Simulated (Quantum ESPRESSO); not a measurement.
**CdS (Hawleyite): phonon deformation potentials, worked out**

Wanted: the shift of the optical mode of CdS (Hawleyite) in a strained (001) layer.

Main program and level: Quantum ESPRESSO 7.5; DFT LDA, scalar-relativistic, plane waves, JTH PAW pseudopotentials.

### 1. The relaxed structure

The structure is cubic, space group F-43m (No. 216). The conventional cell has a = 5.757 Å, b = 5.757 Å, c = 5.757 Å, α = 90.00°, β = 90.00°, γ = 90.00°. Cd has 4 S at 2.49 Å nearest. Nearest to S lie 4 Cd at 2.49 Å. Farther neighbours and most contacts between anions are not listed.

Coordinates:

```cif
data_structure
_symmetry_space_group_name_H-M 'F-43m'
_symmetry_Int_Tables_number 216
_cell_length_a 5.7567
_cell_length_b 5.7567
_cell_length_c 5.7567
_cell_angle_alpha 90.000
_cell_angle_beta 90.000
_cell_angle_gamma 90.000
_cell_volume 190.78
loop_
_atom_site_label
_atom_site_type_symbol
_atom_site_symmetry_multiplicity
_atom_site_Wyckoff_symbol
_atom_site_fract_x
_atom_site_fract_y
_atom_site_fract_z
_atom_site_occupancy
Cd1 Cd 4 a 0.00000 0.00000 0.00000 1
S1 S 4 d 0.25000 0.25000 0.75000 1
```

This is the cell after its relaxation at this level of theory, not the database cell from which that began.

### 2. Uniaxial strain

The relaxed cell is stretched along z alone. This keeps all atoms on sites fixed by symmetry and splits the threefold mode into a singlet, polarised along z, and a doublet. The macroscopic field is left out, so these are transverse modes. Cutoff 50 Ry, k mesh 8×8×8.

From the response at ε_zz = 0.01:

What it wrote:

```text
[banners, grids, parts of the stress and lines that vanish by symmetry left out]
Program PHONON v.7.5
     Reading xml data from directory:

[...]
Exchange-correlation= PW
                           (   1   4   0   0   0   0   0)
[...]
kinetic-energy cut-off    =      50.0000  Ry
     charge density cut-off    =     400.0000  Ry
     convergence threshold     =      1.0E-18
[...]
Exchange-correlation= PW
                           (   1   4   0   0   0   0   0)
[...]
q = (   0.0000000   0.0000000   0.0000000 )
      9 Sym.Ops. (with q -> -q+G )
     G cutoff =  605.5675  (  43983 G-vectors)     FFT grid: ( 50, 50, 50)
     G cutoff =  302.7838  (  15497 G-vectors)  smooth grid: ( 36, 36, 36)
     number of k points=    59
[...]
Mode symmetry, D_2d (-42m) point group:
[...]
Representation #   1 mode #   1
[...]
End of self-consistent calculation
     Convergence has been achieved
     Representation #   2 mode #   2
[...]
End of self-consistent calculation
     Convergence has been achieved
     Representation #   3 modes #   3   4
[...]
End of self-consistent calculation
     Convergence has been achieved
     Representation #   4 modes #   5   6
[...]
End of self-consistent calculation
     Convergence has been achieved
[...]
q = (    0.000000000   0.000000000   0.000000000 )
[...]
freq (    1) =      -0.020845 [THz] =      -0.695316 [cm-1]
     freq (    2) =      -0.019098 [THz] =      -0.637026 [cm-1]
     freq (    3) =      -0.019098 [THz] =      -0.637026 [cm-1]
     freq (    4) =       7.155066 [THz] =     238.667320 [cm-1]
     freq (    5) =       7.155066 [THz] =     238.667320 [cm-1]
     freq (    6) =       7.222965 [THz] =     240.932192 [cm-1]
[...]
Mode symmetry, D_2d (-42m) point group:
     freq (   1-   1) =         -0.7  [cm-1]   --> B_2  X_3  W_2   I+R
     freq (   2-   3) =         -0.6  [cm-1]   --> E    X_5  W_3   I+R
     freq (   4-   5) =        238.7  [cm-1]   --> E    X_5  W_3   I+R
     freq (   6-   6) =        240.9  [cm-1]   --> B_2  X_3  W_2   I+R

   JOB DONE.
```

```csv
ε_zz,singlet (cm⁻¹),doublet (cm⁻¹),σ_zz (GPa),σ_xx (GPa)
-0.01,246.56,249.05,-0.683,-0.491
-0.005,245.20,246.42,-0.268,-0.169
0,243.82,243.82,0.142,0.142
0.005,242.39,241.23,0.549,0.444
0.01,240.93,238.67,0.951,0.736
```

Stress is counted positive in tension.

### 3. The fit

To first order ω² − ω₀² = p ε_zz + q (ε_xx + ε_yy) for the mode along z, and likewise for x and y. With ε_zz alone the singlet gives p and the doublet q.

The linear terms of parabolas through ω² are p = -2.31 ω₀² and q = -4.26 ω₀², with ω₀ = 243.8 cm⁻¹. Those of the stresses are C11 = 82 GPa and C12 = 61 GPa. Under hydrostatic strain p and q imply γ = −(p + 2q)/(6 ω₀²) = 1.80.

A layer held to an in-plane strain ε and free along z takes ε_zz = −2 (C12/C11) ε = -1.502 ε. To first order the singlet then shifts by (q − p C12/C11) ε / ω₀ = -616 ε cm⁻¹. For ε = 0.004, ε_zz = -0.00601, the formulas for ω² predict 241.35 cm⁻¹ for the singlet and 243.74 cm⁻¹ for the doublet.

### 4. A biaxially strained cell

This run was no part of the fit.

What it wrote:

```text
[banners, grids, parts of the stress and lines that vanish by symmetry left out]
[banner, memory and clock lines left out]
Program PHONON v.7.5

[...]
Exchange-correlation= PW
                           (   1   4   0   0   0   0   0)
[...]
kinetic-energy cut-off    =      50.0000  Ry
     charge density cut-off    =     400.0000  Ry
     convergence threshold     =      1.0E-18
[...]
Exchange-correlation= PW
                           (   1   4   0   0   0   0   0)
[...]
q = (   0.0000000   0.0000000   0.0000000 )
      9 Sym.Ops. (with q -> -q+G )
     G cutoff =  598.3527  (  43583 G-vectors)     FFT grid: ( 50, 50, 50)
     G cutoff =  299.1763  (  15457 G-vectors)  smooth grid: ( 36, 36, 36)
     number of k points=    59
[...]
Mode symmetry, D_2d (-42m) point group:
[...]
Representation #   1 mode #   1
[...]
End of self-consistent calculation
     Convergence has been achieved
     Representation #   2 mode #   2
[...]
End of self-consistent calculation
     Convergence has been achieved
     Representation #   3 modes #   3   4
[...]
End of self-consistent calculation
     Convergence has been achieved
     Representation #   4 modes #   5   6
[...]
End of self-consistent calculation
     Convergence has been achieved
[...]
q = (    0.000000000   0.000000000   0.000000000 )
[...]
freq (    1) =      -0.012696 [THz] =      -0.423496 [cm-1]
     freq (    2) =      -0.012696 [THz] =      -0.423496 [cm-1]
     freq (    3) =      -0.012264 [THz] =      -0.409071 [cm-1]
     freq (    4) =       7.235732 [THz] =     241.358035 [cm-1]
     freq (    5) =       7.305989 [THz] =     243.701547 [cm-1]
     freq (    6) =       7.305989 [THz] =     243.701547 [cm-1]
[...]
Mode symmetry, D_2d (-42m) point group:
     freq (   1-   1) =         -0.4  [cm-1]   --> B_2  X_3  W_2   I+R
     freq (   2-   3) =         -0.4  [cm-1]   --> E    X_5  W_3   I+R
     freq (   4-   4) =        241.4  [cm-1]   --> B_2  X_3  W_2   I+R
     freq (   5-   6) =        243.7  [cm-1]   --> E    X_5  W_3   I+R
```

```csv
mode,predicted (cm⁻¹),run (cm⁻¹)
singlet,241.35,241.36
doublet,243.74,243.70
```

The stress along z is 0.144 GPa and that in the plane 0.345 GPa; the unstrained cell carries 0.142 GPa.

### 5. Outcome

```
p (in units of the squared frequency)           : -2.308
q (same units)                                  : -4.258
shift of the singlet per unit of biaxial strain : -616 cm⁻¹
C11 and C12                                     : 82 and 61 GPa
```

What this shows: To first order, one per cent of tensile biaxial strain moves the singlet of CdS (Hawleyite) by -6.2 cm⁻¹ and the doublet by -0.2 cm⁻¹; the formulas miss the test run by up to 0.04 cm⁻¹. In backscattering from (001) the mode polarised along z is the one seen in diamond and zinc-blende crystals; in a polar crystal it is the LO mode, whose potentials differ somewhat from these. The third potential, r, needs shear strain and a relaxation of the atoms, which was not run. These are harmonic values at zero temperature.

[Host names and launcher messages were left out of these logs when they were recorded.]

[Logs are printed without paths, hosts, clocks, repeated set-up lines and the standing remarks that a program may print on its own settings, such as how far it seeks lower states.]

[Hosts, paths, dates, database ids (printed as entryN), source tags and the programs' standing remarks are cut or masked in the printed files.]
